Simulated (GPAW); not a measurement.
Consider Si2Mo (I4/mmm).

```xyz
3
Lattice="-1.6000 1.6000 3.9305 1.6000 -1.6000 3.9305 1.6000 1.6000 -3.9305" Properties=species:S:1:pos:R:3 pbc="T T T"
Mo    0.0000    0.0000    0.0000
Si    0.0000    0.0000    5.2433
Si    0.0000    0.0000    2.6177
```

Absorber: atom 2, with 4 Si at 2.61 Å, 5 Mo at 2.62 Å, 1 Si at 2.63 Å and 4 Si at 3.20 Å (14-fold, site symmetry 4mm). Method: GPAW, LDA, excited-electron core hole (neutral cell), 15-atom cell with 6.4 Å between holes, 7×7×7 k points, dipole transitions, Gaussian full width 0.9 eV up to 4 eV, rising linearly to 3.5 eV at 25 eV.

The database entry behind the starting cell is an old determination (1927), so it need not match the best structure at ambient conditions.

Q: What does the Si K edge look like?

Main maxima up to 24 eV above the zero (height): 3.9 eV (1.73) and 18.9 eV (0.75). A K edge sees empty p states on the absorber. The total-energy difference is 1843.85 eV. One term is added: -14.86 eV, since the hole is spin-paired here and a spin-polarised one costs that much less in the free atom (computed apart). The photon energy is then 1828.99 eV. The tabulated edge of the element is 1839 eV. The functional leaves an error in such absolute values: in the free atom LDA prices this hole 7.8 eV below PBE (computed apart), and PBE is itself good to a few eV.

The Si K spectrum (energy from the lowest empty level; intensity scaled to a mean of 1 over the first 20 eV; polarised curves are means over the symmetry-equivalent atoms):

| E (eV) | isotropic | ε ⊥ c | ε ∥ c |
| --- | --- | --- | --- |
| -2.00 | 0.00 | 0.00 | 0.00 |
| -1.25 | 0.00 | 0.00 | 0.00 |
| -0.50 | 0.06 | 0.07 | 0.03 |
| 0.25 | 0.54 | 0.68 | 0.24 |
| 1.00 | 1.09 | 1.36 | 0.56 |
| 1.75 | 1.34 | 1.49 | 1.04 |
| 2.50 | 1.41 | 1.43 | 1.36 |
| 3.25 | 1.68 | 1.55 | 1.93 |
| 4.00 | 1.71 | 1.53 | 2.08 |
| 4.75 | 1.49 | 1.41 | 1.67 |
| 5.50 | 1.49 | 1.43 | 1.62 |
| 6.25 | 1.46 | 1.34 | 1.71 |
| 7.00 | 1.30 | 1.16 | 1.58 |
| 7.75 | 1.12 | 1.02 | 1.34 |
| 8.50 | 1.06 | 1.06 | 1.05 |
| 9.25 | 0.97 | 1.04 | 0.83 |
| 10.00 | 0.91 | 0.98 | 0.77 |
| 10.75 | 0.84 | 0.88 | 0.77 |
| 11.50 | 0.78 | 0.79 | 0.78 |
| 12.25 | 0.76 | 0.75 | 0.79 |
| 13.00 | 0.73 | 0.72 | 0.76 |
| 13.75 | 0.66 | 0.64 | 0.70 |
| 14.50 | 0.59 | 0.57 | 0.63 |
| 15.25 | 0.57 | 0.55 | 0.61 |
| 16.00 | 0.62 | 0.58 | 0.69 |
| 16.75 | 0.68 | 0.62 | 0.81 |
| 17.50 | 0.73 | 0.67 | 0.84 |
| 18.25 | 0.74 | 0.73 | 0.78 |
| 19.00 | 0.75 | 0.78 | 0.68 |
| 19.75 | 0.74 | 0.81 | 0.62 |
| 20.50 | 0.73 | 0.81 | 0.58 |
| 21.25 | 0.71 | 0.79 | 0.55 |
| 22.00 | 0.67 | 0.75 | 0.52 |
| 22.75 | 0.63 | 0.70 | 0.49 |
| 23.50 | 0.60 | 0.67 | 0.47 |
| 24.25 | 0.60 | 0.66 | 0.47 |
| 25.00 | 0.62 | 0.68 | 0.50 |
| 25.75 | 0.65 | 0.70 | 0.55 |
| 26.50 | 0.70 | 0.73 | 0.63 |
| 27.25 | 0.74 | 0.75 | 0.72 |
| 28.00 | 0.78 | 0.75 | 0.82 |
| 28.75 | 0.80 | 0.76 | 0.90 |
| 29.50 | 0.82 | 0.76 | 0.95 |
| 30.25 | 0.83 | 0.76 | 0.97 |
| 31.00 | 0.84 | 0.77 | 0.96 |

The holes are only 6.4 Å apart, so the shape is probably not converged with cell size; no larger cell was run here. The structure is a published determination, not relaxed.

[Banner, clock and machine lines of the logs are left out without a mark of their own.]

[Logs are printed without paths, hosts, clocks, repeated set-up lines and the standing remarks that a program may print on its own settings, such as how far it seeks lower states.]

[Hosts, paths, dates, database ids (printed as entryN), source tags and the programs' standing remarks are cut or masked in the printed files.]

[Lists of maxima count a maximum above −3 eV only where it reaches 4 % of the highest in the window and stands out from its surroundings by 2 % of it (1.5 % where it reaches 55 %); shoulders and weaker maxima are passed over, and of the rest the first, up to two pre-edge ones and the few strongest are named.]
